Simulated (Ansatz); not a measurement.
# The perfect Au wire along [110], 4 atoms a period, part 2 of 2

What gap, if any, does the Au wire along [110], 4 atoms a period have, and how many channels would it open?

Ansatz 0.2.0; DFT PBE, plane waves, PAW; relaxation of a wire's period; PAW set soft_1 (the session's first sound run).

So far: Set-up; Relaxing the period.

### 2. Relaxing the period (continued)

Relaxation path:

```
step  energy less that of the first step (eV)  largest force component (eV/Å)  pressure (GPa)  volume (Å³)
   1                                   0.0000                          0.7986           -2.06       314.08
   2                                  -0.2908                          0.8379            0.82       298.73
   3                                  -0.4147                          0.2075            0.02       294.61
   4                                  -0.4451                          0.0997            0.36       288.47
   5                                  -0.4541                          0.0237            0.09       290.69
  6*                                  -0.4521                          0.0239            0.09       290.69
```

Relaxation steps marked * repeat the geometry before them on a plane-wave basis chosen anew for their cell, so energy and pressure can jump there.

Forces are held to the 8 operations that the run works with; a distortion that breaks them can't arise in this run.

```
cell as run  before  after  change
      c (Å)   2.942  2.723  -7.4 %
```

The atoms that moved most (Å, along periodic axes as changes of fractional coordinates times the final cell, across vacuum about the mean position):

```
atom      dx      dy     dz  length
 Au1   0.293   0.000  0.000   0.293
 Au2  -0.293   0.000  0.000   0.293
 Au3   0.000  -0.276  0.000   0.276
 Au4   0.000   0.276  0.000   0.276
```

The relaxed structure:

```cif
data_structure
_symmetry_space_group_name_H-M 'P 1'
_symmetry_Int_Tables_number 1
_cell_length_a 10.9600
_cell_length_b 9.7420
_cell_length_c 2.7225
_cell_angle_alpha 90.000
_cell_angle_beta 90.000
_cell_angle_gamma 90.000
_cell_volume 290.69
loop_
_atom_site_label
_atom_site_type_symbol
_atom_site_fract_x
_atom_site_fract_y
_atom_site_fract_z
_atom_site_occupancy
Au1 Au 0.33699 0.49998 0.00000 1
Au2 Au 0.66301 0.49998 0.00000 1
Au3 Au 0.50000 0.32067 0.50000 1
Au4 Au 0.50000 0.67929 0.50000 1
```

This step gave:

| Quantity | Value |
| --- | --- |
| energy at zero smearing | -52602.0598 eV |
| cell length along the wire | 2.723 Å |

The cell's length comes to 2.723 Å with spin left out. 1 contact a cell pass between under 1.1 and over 1.27 times the sum of covalent radii, so the wire has rearranged from the shape that names it.

### 3. Bands of the perfect wire

This step: DFT PBE, plane waves, PAW; bands of a perfect wire; PAW set soft_1 (Ansatz 0.2.0).

At the relaxed period the bands are computed along the axis; those that cross an energy going forward count the channels that a perfect wire would open there.

input.yaml

```yaml
crystal:
  lattice:
    - [10.96, 0.0, 0.0]
    - [0.0, 9.742, 0.0]
    - [0.0, 0.0, 2.7225349392]
  atoms:
    - { symbol: Au, position: [0.33699346, 0.499977633, 0.0] }
    - { symbol: Au, position: [0.66300654, 0.499977633, 0.0] }
    - { symbol: Au, position: [0.5, 0.320667596, 0.5] }
    - { symbol: Au, position: [0.5, 0.679287671, 0.5] }
kpoints:
  mp_grid: { grid: [1, 1, 30] }
  band_path: { path: ["Γ", Z], npoints: 90 }
scf:
  occupations: { method: fermi_dirac, width: 0.05 }
hamiltonian:
  xc: pbe
  pseudopotentials: { kind: paw, azcp: { folder: soft_1 } }
output:
  dos: { e_range: [-5, 4] }
  write_potential: true
  write_density: true
  volumetric_format: npy
```

On the command line:

```
> ansatz run input.yaml --threads 4 --pin off --max-ram 16384MiB --backend cpu --events-out ev --progress --plain --runs-dir out
```

Numbers of over 12 decimals in the logs are rounded to 6 here.

The log of the run:

```text
[...]
Crystal: 4 atoms, lattice volume = 290.691 Å³
Basis set: ecut = 420 eV, 5717 PW (Γ)
Bands: 46, of which v1, the nominal top of the filled ones, is band 38 counted from 1 (37 counted from 0)
Symmetry: 8 space group operations
[...]
k-points: 16 of 30
[...]
SCF iter   8: F=-52602.067041 eV  HF=-52602.067041 eV  |F-HF|=5.90e-9  |Δ(HF+E_count)|=   1.92e-8  Δρ=4.36e-6  dr2=4.66e-8  ethr=1.32e-10  ⟨swp⟩=11.8  Hψ=2890  notcnv=0
SCF 1 converged in 8 iterations: F = -52602.067041 eV  dr2 = 4.66e-8
[...]
NSCF: frozen V_eff on 91 k-points
WARN: The output density's exchange-correlation potential varies sharply where the density is thin. Do not read a vacuum level from v_tot or v_xc, or from such a field of the output density. On a cell that repeats whose density bears no net charge and no dipole along the vacuum's axis use v_es (v_loc + v_h of the components); under efield.dipole_correction with no amplitude use v_es + v_field, which holds any externa [...]
SCF converged after 8 iterations
Free energy (F): -52602.067041 eV
[...]
Internal energy: -52602.058633 eV  (E = F + TS)
E sigma→0 (E₀):  -52602.062837 eV
Entropy (-TS):   -0.008408 eV (-2.102 meV/atom)
Fermi energy:    0.778424 eV
[...]
--- Band table (eV; the first three rows and the last of 16) ---
  k-point 0: bands = [... 34 lower, -0.6922, -0.6128, -0.5937, -0.4544, -0.4278, 1.1157, 2.3224, 2.4112, ... 4 higher]
  k-point 1: bands = [... 34 lower, -0.6633, -0.6258, -0.6164, -0.4957, -0.4826, 1.1420, 2.3982, 2.4711, ... 4 higher]
  k-point 2: bands = [... 34 lower, -0.7071, -0.6286, -0.6077, -0.5870, -0.5341, 1.2188, 2.6085, 2.6396, ... 4 higher]
  k-point 15: bands = [... 34 lower, -0.4894, -0.4795, 2.7507, 2.7748, 3.8963, 3.9679, 5.3280, 5.3827, ... 4 higher]
```

The job ended after 13 s (4 threads of Arm Neoverse V1, shared host; peak memory 0.86 GiB; 49 s of CPU time).

Numbers from this step:

```yaml
energy_at_zero_smearing: -52602.0628 eV
band_gap: 0 eV
```

The electronic bands at the labelled points (eV, zero at the Fermi level):

```
  point  band 36  band 37  band 38  band 39  band 40  band 41  band 42  band 43
      Γ    -1.39    -1.37    -1.23    -1.21     0.34     1.54     1.63     4.11
halfway    -2.01    -1.61    -0.37    -0.31     1.57     3.80     4.12     6.08
      Z    -1.26     1.97     2.00     3.12     3.19     4.55     4.60     5.59
```

Between Γ and Z the bands cross the Fermi level 3 times, so a perfect wire would conduct at least 3 G₀, with spin left out.

### 4. What came out

```json
{
 "cell length, PBE": "2.723 Å",
 "ballistic conductance by band crossings, a lower bound, PBE": "3 G₀"
}
```

In words: Under PBE the cell's length is 2.72 Å, and the bands cross the Fermi level 3 times between Γ and Z, which gives a perfect wire at least 3 G₀ (opposite crossings within one step of the path cancel in such a count). Spin-orbit coupling is left out, which matters for the bands of heavy atoms.

[Logs are printed without paths, hosts, clocks, repeated set-up lines and the standing remarks that a program may print on its own settings, such as how far it seeks lower states.]

[Hosts, paths, dates, database ids (printed as entryN), source tags and the programs' standing remarks are cut or masked in the printed files.]
